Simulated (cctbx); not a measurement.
# What resolution and counting buy: DyCuB4

Space group Pbam (no. 55), a = 5.9850 Å, b = 11.5050 Å, c = 3.3970 Å, α = 90.00°, β = 90.00°, γ = 90.00°.

```csv
atom,mult.,x,y,z,Ueq (Å²)
Dy1,4,0.8712,0.8471,0,0.0089
Cu1,4,0.8663,0.5884,0,0.0101
B1,4,0.5191,0.8064,1/2,0.0138
B2,4,0.6025,0.9555,1/2,0.0183
B3,4,0.6405,0.5342,1/2,0.0200
B4,4,0.7237,0.6855,1/2,0.0160
```

This is a model crystal, built by substitution and not relaxed, with assumed displacement parameters.

Five simulated data sets (cctbx; Mo Kα, λ = 0.71073 Å; 4 % proportional error) differ in resolution or exposure (noise floor 15 counts in the first three, 8 in the last two). Each is refined with the right model, isotropic at 1.1 Å and anisotropic otherwise. How do the figures of merit and the uncertainties move?

| d min (Å) | top counts | ⟨I/σ⟩ (unmerged, absences included) | unique | param. (scale apart) | Rint | R1 | GooF | largest s.u. xyz (fractional) | s.u. U of B1 (Å²) | largest error (Å) |
| --- | --- | --- | --- | --- | --- | --- | --- | --- | --- | --- |
| 1.1 | 5000 | 8.8 | 114 | 18 | 0.053 | 0.0233 | 1.13 | 0.00815 | 0.0075 | 0.0468 |
| 0.84 | 5000 | 8.0 | 240 | 36 | 0.054 | 0.0197 | 0.99 | 0.00571 | 0.0088 | 0.0355 |
| 0.6 | 5000 | 5.8 | 641 | 36 | 0.073 | 0.0249 | 0.91 | 0.00319 | 0.0048 | 0.0220 |
| 0.75 | 300 | 1.6 | 333 | 36 | 0.296 | 0.0547 | 0.86 | 0.02604 | 0.1712 | 0.3634 |
| 0.75 | 3000 | 6.7 | 333 | 36 | 0.061 | 0.0195 | 0.87 | 0.00400 | 0.0069 | 0.0291 |

The number of reflections grows roughly as 1/d³: 114, 240 and 641 here. R1 follows the noise rather than the truth: at 300 counts it is 0.0547, at 3000 counts 0.0195, while GooF is 0.86 and 0.87: the weights 1/σ² carry the noise. The s.u. of U (U11 where anisotropic) for B1 goes 0.0075, 0.0088, 0.0048 Å² with resolution and 0.1712, 0.0069 Å² with exposure.

Hardware for the 0.6 Å refinement: 0.47 s on 1 thread of Arm Neoverse V2 (shared host), peak memory 0.09 GiB.

[Logs are printed without paths, hosts, clocks, repeated set-up lines and the standing remarks that a program may print on its own settings, such as how far it seeks lower states.]
